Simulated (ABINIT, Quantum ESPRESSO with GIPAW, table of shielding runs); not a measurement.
# Shieldings in KF (Carobbiite) in space group Fm-3m from a nuclear dipole's orbital moment, part 2 of 2

Wanted: shieldings of KF (Carobbiite) in space group Fm-3m from two unrelated programs, to see how far they agree.

ABINIT 10.8.3 and Quantum ESPRESSO with GIPAW.

So far, shielding along dipole (ppm): step 4 (converse method: dipole on K1; PBE, zora 0, 22 Ha, 5×5×5 (4 …) 1172.

## Step 5: Converse method: dipole on K1; PBE, zora 0, 22 Ha, 4×4×4 (4 shifts)

Level of this step: DFT, PBE, plane-wave PAW (JTH 2.0), scalar-relativistic datasets, non-relativistic dipole terms (zora 0), shielding from the orbital moment that a nuclear dipole induces (ABINIT).

Against the first converse run the mesh is changed, to see how fast the orbital moment converges.

run.abi reads:

```
ndtset 2
acell 3*1.0 Angstrom
rprim
  0.00000000 2.67185000 2.67185000
  2.67185000 0.00000000 2.67185000
  2.67185000 2.67185000 0.00000000
natom 2
ntypat 2
znucl 19 9
typat 1 2
xred
  0.00000000 0.00000000 0.00000000
  0.50000000 0.50000000 0.50000000
pseudos "K_PBE_JTH.xml, F_PBE_JTH.xml"
ecut 22
pawecutdg 44
pawovlp -1
kptopt 3
ngkpt 4 4 4
nshiftk 4
shiftk 0.5 0.5 0.5  0.5 0 0  0 0.5 0  0 0 0.5
nband 8
occopt 1
nsym 1
symmorphi 0
istwfk *1
chkprim 0
chksymbreak 0
chksymtnons 0
optforces 0
optstress 0
pawcpxocc 2
usexcnhat 0
paral_atom 0
paral_kgb 0
prtden 0
prteig 0
prtebands 0
prtgsr 0
natnd 1
iatnd 1
atndlist 1 0 0
tolvrs1 1d-14
nstep1 50
rfddk2 1
rfdir2 1 1 1
iscf2 -3
getwfk2 -1
orbmag2 2
tolwfr2 1d-18
nstep2 30
prtwf2 0
```

Launch:

```
abinit run.abi > log
```

Numbers of over 12 decimals in the logs are rounded to 6 here.

Log:

```text
[... set-up and SCF cycles left out ...]

 Orbital magnetic moment computed with DFPT derivative wavefunctions

 Orbital magnetic moment, Cartesian directions :
 -1.17189295E-03 -1.41538457E-10 -5.31034266E-10

 Chern vector, Cartesian directions :
 -3.51073821E-09 -4.32822412E-12  9.67865690E-12

 Orbital magnetic moment, term-by-term breakdown :
     rho(1) CC :  -1.00215792E-03 -3.19820903E-10 -2.22970453E-11
    rho(1) VV1 :  -2.67529018E-04  4.20059712E-11 -2.99799384E-11
    rho(1) VV2 :   1.89122250E-06  7.04599831E-12 -9.45954444E-12
     rho(0) NL :   2.10091744E-03  4.65317403E-11 -2.37464688E-10
   <L_R> terms :  -7.89326672E-04  8.26947227E-11 -2.31836114E-10
 <A0.An> terms :  -2.22746989E-05  4.01306410E-15  3.06455608E-15
    Lamb terms :  -1.19341331E-03  0.00000000E+00  0.00000000E+00
 Chern vector, term-by-term breakdown :
  Ch CC :  -1.19697980E-06 -3.70555970E-12  9.19390624E-12
 Ch vv1 :   1.19346907E-06 -6.22664366E-13  4.84750610E-13
 Ch vv2 :   4.27751638E-20 -4.59236878E-20  4.28890436E-20
[...]
---- first-order wavefunction calculations are completed ----

 respfn : d/dk was computed, but no 2DTE, so no DDB output.

== END DATASET(S) ==
```

Elapsed: 14 min, on 1 thread of Arm Neoverse V1, shared host; peak memory 0.54 GiB.

Along the dipole the shielding is 1171.9 ppm. The Chern vector, which should vanish, has length 3.5e-09.

## Step 6: Converse method: dipole on K1; PBE, zora 0, 22 Ha, 3×3×3 (4 shifts)

Against the first converse run the mesh is changed, to see how fast the orbital moment converges.

Changes to run.abi since step 5:

```diff
@@ -18,3 +18,3 @@
 kptopt 3
-ngkpt 4 4 4
+ngkpt 3 3 3
 nshiftk 4
```

Launch:

```
abinit run.abi > log
```

Log:

```text
[... set-up and SCF cycles left out ...]

 Orbital magnetic moment computed with DFPT derivative wavefunctions

 Orbital magnetic moment, Cartesian directions :
 -1.17280114E-03 -1.77722683E-09  2.76328315E-09

 Chern vector, Cartesian directions :
 -3.22771364E-08  1.18579028E-11 -1.15360896E-11

 Orbital magnetic moment, term-by-term breakdown :
     rho(1) CC :  -1.00348539E-03 -1.95219158E-09  2.44318341E-09
    rho(1) VV1 :  -2.67127223E-04 -1.85912161E-11 -1.90277771E-11
    rho(1) VV2 :   1.89120139E-06 -1.94795450E-12  2.89424764E-12
     rho(0) NL :   2.10095828E-03  3.32610363E-10  1.16225607E-10
   <L_R> terms :  -7.89350644E-04 -1.37098759E-10  2.20011010E-10
 <A0.An> terms :  -2.22740583E-05 -7.67533608E-15 -3.35185150E-15
    Lamb terms :  -1.19341331E-03  0.00000000E+00  0.00000000E+00
 Chern vector, term-by-term breakdown :
  Ch CC :  -1.22579174E-06  1.16933597E-11 -1.17649634E-11
 Ch vv1 :   1.19351460E-06  1.64543092E-13  2.28873858E-13
 Ch vv2 :   3.17637355E-21  1.57763739E-22 -1.05776171E-20
[...]
---- first-order wavefunction calculations are completed ----

 respfn : d/dk was computed, but no 2DTE, so no DDB output.

== END DATASET(S) ==
```

The job ended after 6.2 min (1 thread; peak memory 0.28 GiB).

Along the dipole the shielding is 1172.8 ppm. The Chern vector, which should vanish, has length 3.2e-08.

## Step 7: All levels side by side

The runs with the dipole on the other atom differ from those above in iatnd alone.

```
                               level  dipole on  shielding along it (ppm)  Chern vector
PBE, zora 0, 22 Ha, 5×5×5 (4 shifts)         K1                    1171.8       1.5e-09
PBE, zora 0, 22 Ha, 5×5×5 (4 shifts)         F2                     258.2       1.3e-08
PBE, zora 0, 22 Ha, 4×4×4 (4 shifts)         K1                    1171.9       3.5e-09
PBE, zora 0, 22 Ha, 4×4×4 (4 shifts)         F2                     258.3       1.8e-08
PBE, zora 0, 22 Ha, 3×3×3 (4 shifts)         K1                    1172.8       3.2e-08
PBE, zora 0, 22 Ha, 3×3×3 (4 shifts)         F2                     260.1       7.7e-08
```

Isotropic shieldings in ppm, all without the macroscopic shape term. Core time is summed over the runs of a row, on shared hosts.

```
                         method  functional  relativity  cutoff             mesh  core time    σ K1   σ F2
                          GIPAW         PBE      scalar   55 Ry            9×9×9    5.6 min  1175.1  259.0
                       converse         PBE      zora 0   22 Ha  5×5×5, 4 shifts     56 min  1171.8  258.2
                       converse         PBE      zora 0   22 Ha  4×4×4, 4 shifts     29 min  1171.9  258.3
converse (the coarsest setting)         PBE      zora 0   22 Ha  3×3×3, 4 shifts     12 min  1172.8  260.1
```

## Step 8: What came out

| Property | Result |
| --- | --- |
| σ_iso of 39K (K1), GIPAW | 1175.1 ppm |
| σ_iso of 39K (K1), converse, zora 0 | 1171.8 ppm |
| σ_iso of 19F (F2), GIPAW | 259.0 ppm |
| σ_iso of 19F (F2), converse, zora 0 | 258.2 ppm |

**Reading.** Without spin-orbit coupling the converse values lie -3.3 ppm (K1) and -0.9 ppm (F2) from GIPAW's, at 10 times the core time. From mesh 4×4×4, 4 shifts to 5×5×5, 4 shifts the converse values move by -0.1 ppm (K1) and -0.1 ppm (F2). This build of gipaw.x prints that it isn't audited and that its numbers are no references by themselves. GIPAW's mesh and the cutoffs were not varied. Atoms are fixed at the given structure, with no thermal motion. The shape term of a sphere, left out, would add about 8 ppm to every shielding, by GIPAW's valence susceptibility.

[Banner, clock, file and dataset-listing lines were taken out of the logs.]

[Logs are printed without paths, hosts, clocks, repeated set-up lines and the standing remarks that a program may print on its own settings, such as how far it seeks lower states.]

[Hosts, paths, dates, database ids (printed as entryN), source tags and the programs' standing remarks are cut or masked in the printed files.]
